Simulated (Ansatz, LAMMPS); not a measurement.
# Glassy Ga2O3 (175 atoms): geometry optimisation

Wanted: the relaxed structure of glassy Ga2O3 (175 atoms) and its electronic structure.

Main program and level: Ansatz 0.2.0; Kohn-Sham DFT, PBEsol, PAW (set soft_2), plane waves.

Measured values to set the calculation against. The optical band gap of a magnetron-sputtered, nitrogen-annealed Ga2O3 film, amorphous by X-ray diffraction but with some nanocrystallites and oxygen deficiency, was obtained from its UV-visible transmittance (“Ultra‐High Performance Amorphous Ga2O3 Photodetector Arrays for Solar‐Blind Imaging”, 2021, PMC8529488): optical gap 4.98 eV.

This is a report of a sequence of runs, with most program output left out.

## 1. Set-up

The cell holds 175 atoms: 70 Ga and 105 O. Its edges and angles: a = 12.947 Å, b = 12.947 Å, c = 12.947 Å, α = 90.0°, β = 90.0°, γ = 90.0°. 175 atoms (70 Fe, 105 O) placed at random at 4.28 g/cm³, melted at 4500 K for 20 ps at fixed volume with the Morse and Coulomb pair potential with partial charges (Pedone, Malavasi, Menziani, Cormack and Segre, J. Phys. Chem. B 110, 11780 (2006)). Quenched from 4500 K to 300 K at 20 K/ps and fixed volume, held 5 ps. Then Fe was replaced by Ga (the potential has no terms for the new elements, so the cell is a start for a DFT relaxation).

Limits known from the start: The quench rate of 20 K/ps is many orders above laboratory rates, so the cell is likely richer in defects and strain than a real sample. The starting topology of bonds comes from the classical model. Only the Γ point is sampled, in a cell whose shortest periodic width is 13 Å.

## 2. How the cell was made

A classical potential supplies the starting structure, since it reaches far longer times than DFT.

This step: classical MD, Morse and Coulomb pair potential with partial charges (Pedone, Malavasi, Menziani, Cormack and Segre, J. Phys. Chem. B 110, 11780 (2006)) (LAMMPS 22 Jul 2025 - Update 4).

in.lmp

```
# melt-quench of Fe70O105
units metal
atom_style charge
boundary p p p
region box block 0 12.9467 0 12.9467 0 12.9467
create_box 2 box
mass 1 55.8450   # Fe
mass 2 15.9990   # O
create_atoms 1 random 70 693324 NULL overlap 1.5 maxtry 2000
create_atoms 2 random 105 693331 NULL overlap 1.5 maxtry 2000
pair_style hybrid/overlay pedone 5.5 coul/long 8.0
pair_coeff * * coul/long
pair_coeff 1 2 pedone 0.418981 1.620376 2.382183 2   # Fe-O
pair_coeff 2 2 pedone 0.042395 1.379316 3.618701 22   # O-O
set type 1 charge 1.8
set type 2 charge -1.2
kspace_style pppm 1.0e-4
neigh_modify delay 0 every 1 check yes
thermo_style custom step time temp pe press density
thermo_modify norm yes
timestep 0.002
thermo 100
min_style cg
minimize 1e-4 1e-4 200 2000
reset_timestep 0
velocity all create 4500 693325 mom yes dist gaussian
fix lim all nve/limit 0.05
fix lan all langevin 4500 4500 0.2 693326 zero yes
thermo 500
run 1000 post no
unfix lim
unfix lan
thermo 1666
fix md all nvt temp 4500 4500 0.2
run 10000 post no
unfix md
thermo 10500
fix md all nvt temp 4500 300 0.2
run 105000 post no
unfix md
thermo 1250
fix md all nvt temp 300 300 0.2
run 2500 post no
unfix md
write_dump all custom glass.dump id type xs ys zs modify sort id
```

Run with:

```
$ lmp -in in.lmp -log none -nocite
```

The job ended after 5.9 min (1 thread of Intel Xeon at 2.80GHz (Skylake/Cascade Lake), shared host; peak memory 0.65 GiB).

## 3. Single point at the start

The forces at the start show how far the geometry lies from a minimum of this functional.

input.yaml

```yaml
crystal:
  lattice:
    - [12.9467, 0.0, 0.0]
    - [0.0, 12.9467, 0.0]
    - [0.0, 0.0, 12.9467]
  atoms:
    - { symbol: Ga, position: [0.7739, 0.64484, 0.69089] }
    - { symbol: Ga, position: [0.45035, 0.76841, 0.0014] }
    - { symbol: Ga, position: [0.56908, 0.60565, 0.55389] }
    - { symbol: Ga, position: [0.97681, 0.48037, 0.64263] }
    - { symbol: Ga, position: [0.18872, 0.66396, 0.53084] }
    - { symbol: Ga, position: [0.57828, 0.48236, 0.74419] }
    - { symbol: Ga, position: [0.89161, 0.05158, 0.32528] }
    - { symbol: Ga, position: [0.45165, 0.84485, 0.53568] }
    - { symbol: Ga, position: [0.20195, 0.38276, 0.01104] }
    - { symbol: Ga, position: [0.87879, 0.44492, 0.3056] }
    - { symbol: Ga, position: [0.62909, 0.59161, 0.93717] }
    - { symbol: Ga, position: [0.01307, 0.89655, 0.49356] }
    - { symbol: Ga, position: [0.5694, 0.39306, 0.41561] }
    - { symbol: Ga, position: [0.74377, 0.36459, 0.92528] }
    - { symbol: Ga, position: [0.82828, 0.82691, 0.31976] }
    - { symbol: Ga, position: [0.41191, 0.582, 0.38099] }
    - { symbol: Ga, position: [0.38642, 0.08618, 0.38082] }
    - { symbol: Ga, position: [0.51975, 0.61298, 0.15807] }
    - { symbol: Ga, position: [0.26918, 0.87204, 0.23946] }
    - { symbol: Ga, position: [0.97633, 0.54313, 0.88597] }
    - { symbol: Ga, position: [0.66692, 0.78919, 0.13678] }
    - { symbol: Ga, position: [0.2643, 0.89384, 0.44031] }
    - { symbol: Ga, position: [0.65612, 0.00525, 0.36365] }
    - { symbol: Ga, position: [0.74338, 0.27607, 0.70021] }
    - { symbol: Ga, position: [0.17534, 0.54131, 0.75034] }
    - { symbol: Ga, position: [0.1517, 0.5003, 0.35406] }
    - { symbol: Ga, position: [0.08532, 0.8212, 0.07589] }
    - { symbol: Ga, position: [0.34146, 0.30198, 0.75473] }
    - { symbol: Ga, position: [0.85838, 0.8888, 0.70995] }
    - { symbol: Ga, position: [0.72176, 0.07872, 0.58929] }
    - { symbol: Ga, position: [0.86557, 0.9328, 0.0802] }
    - { symbol: Ga, position: [0.2193, 0.24535, 0.22591] }
    [... 137 atom lines left out ...]
    - { symbol: O, position: [0.91893, 0.18954, 0.39782] }
    - { symbol: O, position: [0.96173, 0.86749, 0.00106] }
    - { symbol: O, position: [0.24558, 0.00103, 0.33368] }
    - { symbol: O, position: [0.27176, 0.57813, 0.42523] }
    - { symbol: O, position: [0.16543, 0.96014, 0.52895] }
    - { symbol: O, position: [0.68032, 0.52602, 0.62787] }
kpoints:
  mp_grid: { grid: [1, 1, 1] }
hamiltonian:
  xc: pbesol
scf:
  occupations: { method: fermi_dirac, width: 0.025 }
output:
  forces: true
  stress: true
  populations: true
  dos:
    method: { smearing: { sigma: 0.1 } }
    de: 0.1
    projected: { site_lists: { Ga: [Ga], O: [O] } }
  eigenvalues: true
```

Run with:

```
$ ansatz run input.yaml --threads 4 --pin off --max-ram 8192MiB --backend cpu --events-out ev --progress --plain --runs-dir out
```

The job ended after 42 s (4 threads of AMD EPYC 9R45, shared host; peak memory 4.5 GiB; 2.7 min of CPU time).

Read from the output:

- free energy: -320936.3268 eV
- free energy per atom: -1833.9219 eV/atom
- SCF cycles: 11
- pressure: -12.59 GPa
- r.m.s. force component: 0.6659 eV/Å
- longest force: 3.433 eV/Å
- Fermi energy: 6.825 eV
- gap (highest filled to lowest empty level): 0.4538 eV
- spilling of the projection: 0.003196

The r.m.s. force component of 0.67 eV/Å and the pressure of -13 GPa set the starting point.

Neighbours are counted within 2.50 Å (O-Ga).

Length of the force by element and coordination:

```csv
element,coordination,atoms,mean length of the force (eV/Å),spread,least,most
Ga,all,70,1.23,0.531,0.228,3.02
Ga,4,6,1.8,0.527,0.854,2.61
Ga,5,29,1.32,0.482,0.667,3.02
Ga,6,35,1.06,0.480,0.228,2.23
O,all,105,0.902,0.460,0.185,3.43
O,2,2,0.498,0.109,0.389,0.607
O,3,38,1.01,0.582,0.347,3.43
O,4,64,0.855,0.36,0.185,1.86
O,5,1,0.552,0,0.552,0.552
```

## 4. Relaxation

The atoms are relaxed in the fixed cell, aiming at the force tolerance of the input.

input.yaml, the sections that differ from step 3:

```yaml
output:
  forces: true
relax:
  f_tol: 0.05
  max_steps: 116
# crystal, kpoints, hamiltonian, scf: as in step 3
```

Elapsed: 9.1 min, on 4 threads; peak memory 4.6 GiB.

The steps of the relaxation (22 of 28):

```csv
step,energy less that of the first step (eV),largest force component (eV/Å)
1,0.0000,3.2179
2,-6.6661,1.5905
4,-12.4633,0.5577
5,-13.3266,0.3192
6,-13.8841,0.5569
7,-14.3119,0.3112
9,-14.8480,0.2790
10,-15.1058,0.3569
11,-15.3366,0.1260
13,-15.4571,0.6112
14,-15.6205,0.1520
15,-15.7431,0.1736
16,-15.8524,0.1140
18,-15.8822,0.0637
19,-15.9080,0.1348
20,-15.9300,0.2592
22,-16.0355,0.1896
23,-16.0715,0.2709
24,-16.1002,0.4788
25,-16.1229,0.2179
27,-16.1517,0.0393
28,-16.1517,0.0394
```

Relaxation step 17 was tried and not accepted.

The atoms that moved most (Å):

```csv
atom,dx,dy,dz,length
Ga13,-0.078,-1.615,-0.376,1.660
O129,0.783,0.982,0.432,1.328
O108,0.217,0.882,-0.059,0.910
O133,-0.709,-0.129,-0.551,0.907
O138,0.124,-0.843,0.046,0.853
Ga66,0.571,-0.494,-0.176,0.775
O124,-0.211,-0.705,0.173,0.755
O101,0.735,-0.107,0.104,0.751
```

The relaxation changed the energy by -92.3 meV/atom, and atoms moved by 0.46 Å r.m.s., 1.7 Å at most.

## 5. Distances and neighbours after relaxation

Bonds before and after, by the cutoffs listed below:

```csv
pair,bonds before,bonds after,mean before (Å),mean after (Å),spread before (Å),spread after (Å)
O-Ga,370,333,2.043,1.956,0.121,0.089
```

Density 5.02 g/cm³, 12.40 Å³ an atom.

g(r), total and by pair (bins of 0.2 Å):

```csv
r (Å),total,O-O,O-Ga,Ga-Ga
1.70,0.07,0.00,0.15,0.00
1.90,3.76,0.00,7.84,0.00
2.10,1.04,0.00,2.16,0.00
2.30,0.07,0.00,0.14,0.00
2.50,0.40,0.87,0.19,0.00
2.70,0.95,2.34,0.14,0.23
2.90,1.50,2.88,0.36,1.78
3.10,1.27,1.98,0.45,2.15
3.30,1.23,1.25,0.60,3.08
3.50,1.09,0.87,0.96,2.00
3.70,0.96,0.62,1.17,1.14
3.90,0.96,0.65,1.26,0.78
4.10,0.86,0.52,1.27,0.40
4.30,0.86,0.45,1.31,0.44
4.50,1.06,0.56,1.60,0.58
4.70,1.11,1.02,1.34,0.63
4.90,1.06,1.20,1.07,0.72
5.10,1.02,1.34,0.77,1.03
5.30,0.94,1.21,0.68,1.10
5.50,1.02,1.50,0.64,1.12
5.70,0.99,1.31,0.69,1.17
5.90,0.91,0.91,0.80,1.22
6.10,0.96,0.85,0.90,1.42
6.30,1.06,0.87,1.12,1.33
```

Bonds by pair of elements; cutoffs follow the first minimum of g(r), held within bounds set by covalent radii, and pairs that aren't listed don't count as bonded:

```csv
pair A-B,cutoff (Å),bonds,mean length (Å),spread (Å),shortest (Å),B about A,A about B
O-Ga,2.38,333,1.96,0.089,1.79,3.17,4.76
```

How many atoms have how many bonded neighbours:

```csv
element,mean,2,3,4,5,6
Ga,4.76,0,0,23,41,6
O,3.17,3,81,21,0,0
```

Bond angles (no mean is given where the spread exceeds 20°):

```csv
angle,count,mean (°),spread (°)
O-Ga-O,638,-,-
Ga-O-Ga,372,113,16.8
```

Oxygen atoms by the number of network formers (Si, P, Ge, B, Al, As, Ga) bound to them:

```csv
network formers bound to O,O atoms,per cent
0,0,0
1,0,0
2,3,2.9
3,81,77.1
4,21,20
```

Network units: each former by its oxygen neighbours and how many of them bridge to another former:

```csv
former,O neighbours,bridging O,atoms
Ga,4,4,23
Ga,5,5,41
Ga,6,6,6
```

Bond length by coordination (bonds to H left out):

```csv
element,coordination,atoms,mean bond length (Å)
Ga,4,23,1.89
Ga,5,41,1.97
Ga,6,6,2.02
O,2,3,1.83
O,3,81,1.93
O,4,21,2.03
```

Rings of the network by King's shortest-path rule, up to 12 atoms, one path for each pair of neighbours; H, halogens, alkali and alkaline-earth atoms are left out, and the last column divides by all other atoms, bonded or not:

```csv
ring size (atoms),rings,per network atom
4,66,0.377
6,156,0.891
8,172,0.983
10,17,0.097
12,1,0.006
```

First main peaks of g(r), for some of the pairs, lie near 2.9 Å (O-O), 1.9 Å (O-Ga) and 3.3 Å (Ga-Ga). With the cutoffs above, 59 % of Ga atoms have 5 and 77 % of O atoms have 3 bonded neighbours. 3 % of the oxygens bridge two formers (Ga) and 0 % are non-bridging; 77 % join three; 20 % join four. The commonest Ga unit has 5 oxygens, 5 of them shared with other formers (41 of 70 atoms). Bonds at O atoms with 2 neighbours average 1.83 Å, against 2.03 Å at those with 4. Rings of 8 atoms are the most common (42 % of those counted); sizes run from 4 to 12, where the search stops.

## 6. Single point at the relaxed geometry

One more single point at the end of the walk gives the fuller output and checks the residual forces.

input.yaml

```yaml
crystal:
  lattice:
    - [12.9467, 0.0, 0.0]
    - [0.0, 12.9467, 0.0]
    - [0.0, 0.0, 12.9467]
  atoms:
    - { symbol: Ga, position: [0.78602, 0.67588, 0.70342] }
    - { symbol: Ga, position: [0.47186, 0.77959, 0.99137] }
    - { symbol: Ga, position: [0.5514, 0.55806, 0.53004] }
    - { symbol: Ga, position: [0.95562, 0.4539, 0.63118] }
    - { symbol: Ga, position: [0.15045, 0.64025, 0.52808] }
    - { symbol: Ga, position: [0.5606, 0.46482, 0.74994] }
    - { symbol: Ga, position: [0.90495, 0.05947, 0.30425] }
    - { symbol: Ga, position: [0.44849, 0.79896, 0.54728] }
    - { symbol: Ga, position: [0.24215, 0.37342, 0.01631] }
    - { symbol: Ga, position: [0.89836, 0.48487, 0.27002] }
    - { symbol: Ga, position: [0.63534, 0.59621, 0.92302] }
    - { symbol: Ga, position: [0.01164, 0.91347, 0.492] }
    - { symbol: Ga, position: [0.5634, 0.26833, 0.38653] }
    - { symbol: Ga, position: [0.71803, 0.349, 0.93002] }
    - { symbol: Ga, position: [0.812, 0.85647, 0.31886] }
    - { symbol: Ga, position: [0.37623, 0.59231, 0.40641] }
    - { symbol: Ga, position: [0.4094, 0.10393, 0.3978] }
    - { symbol: Ga, position: [0.55272, 0.6298, 0.15209] }
    - { symbol: Ga, position: [0.27423, 0.84471, 0.24338] }
    - { symbol: Ga, position: [0.97223, 0.54992, 0.86813] }
    - { symbol: Ga, position: [0.69834, 0.78389, 0.10973] }
    - { symbol: Ga, position: [0.26362, 0.91154, 0.43858] }
    - { symbol: Ga, position: [0.67155, 0.05042, 0.33314] }
    - { symbol: Ga, position: [0.74255, 0.26533, 0.7239] }
    - { symbol: Ga, position: [0.15304, 0.5196, 0.72496] }
    - { symbol: Ga, position: [0.169, 0.49075, 0.32286] }
    - { symbol: Ga, position: [0.08514, 0.80726, 0.08654] }
    - { symbol: Ga, position: [0.32846, 0.30325, 0.77155] }
    - { symbol: Ga, position: [0.82921, 0.91566, 0.7059] }
    - { symbol: Ga, position: [0.71811, 0.10305, 0.57218] }
    - { symbol: Ga, position: [0.86828, 0.9477, 0.07359] }
    - { symbol: Ga, position: [0.22312, 0.2452, 0.23426] }
    [... 137 atom lines left out ...]
    - { symbol: O, position: [0.92187, 0.19381, 0.38887] }
    - { symbol: O, position: [0.97811, 0.87307, 0.00408] }
    - { symbol: O, position: [0.25206, 0.9877, 0.31502] }
    - { symbol: O, position: [0.23479, 0.57495, 0.42607] }
    - { symbol: O, position: [0.15035, 0.94393, 0.53367] }
    - { symbol: O, position: [0.63725, 0.49359, 0.62649] }
kpoints:
  mp_grid: { grid: [1, 1, 1] }
hamiltonian:
  xc: pbesol
scf:
  occupations: { method: fermi_dirac, width: 0.025 }
output:
  forces: true
  stress: true
  populations: intrinsic
  dos:
    method: { smearing: { sigma: 0.1 } }
    de: 0.1
    projected: { site_lists: { Ga: [Ga], O: [O] } }
  eigenvalues: true
  write_density: true
  write_potential: true
  volumetric_format: npy
```

The job ended after 42 s (4 threads; peak memory 4.5 GiB; 2.7 min of CPU time).

The program notes that the exchange-correlation potential is rough where the density is thin.

The run gave:

| Property | Result |
| --- | --- |
| free energy | -320952.4785 eV |
| free energy per atom | -1834.0142 eV/atom |
| SCF cycles | 10 |
| pressure | -5.129 GPa |
| r.m.s. force component | 0.00787 eV/Å |
| longest force | 0.04852 eV/Å |
| Fermi energy | 6.948 eV |
| gap (highest filled to lowest empty level) | 1.163 eV |

Intrinsic-atomic-orbital charges by element and coordination:

```csv
element,coordination,atoms,mean charge (e),spread,least,most
Ga,all,70,1.00,0.0211,0.957,1.05
Ga,4,23,1.02,0.0159,0.991,1.05
Ga,5,41,0.995,0.0119,0.963,1.01
Ga,6,6,0.971,0.009,0.957,0.985
O,all,105,-0.668,0.0161,-0.716,-0.626
O,2,3,-0.708,0.0056,-0.716,-0.703
O,3,81,-0.671,0.0121,-0.709,-0.646
O,4,21,-0.653,0.0152,-0.686,-0.626
```

[end of part 1 of 2]

[Logs are printed without paths, hosts, clocks, repeated set-up lines and the standing remarks that a program may print on its own settings, such as how far it seeks lower states.]

[Hosts, paths, dates, database ids (printed as entryN), source tags and the programs' standing remarks are cut or masked in the printed files.]
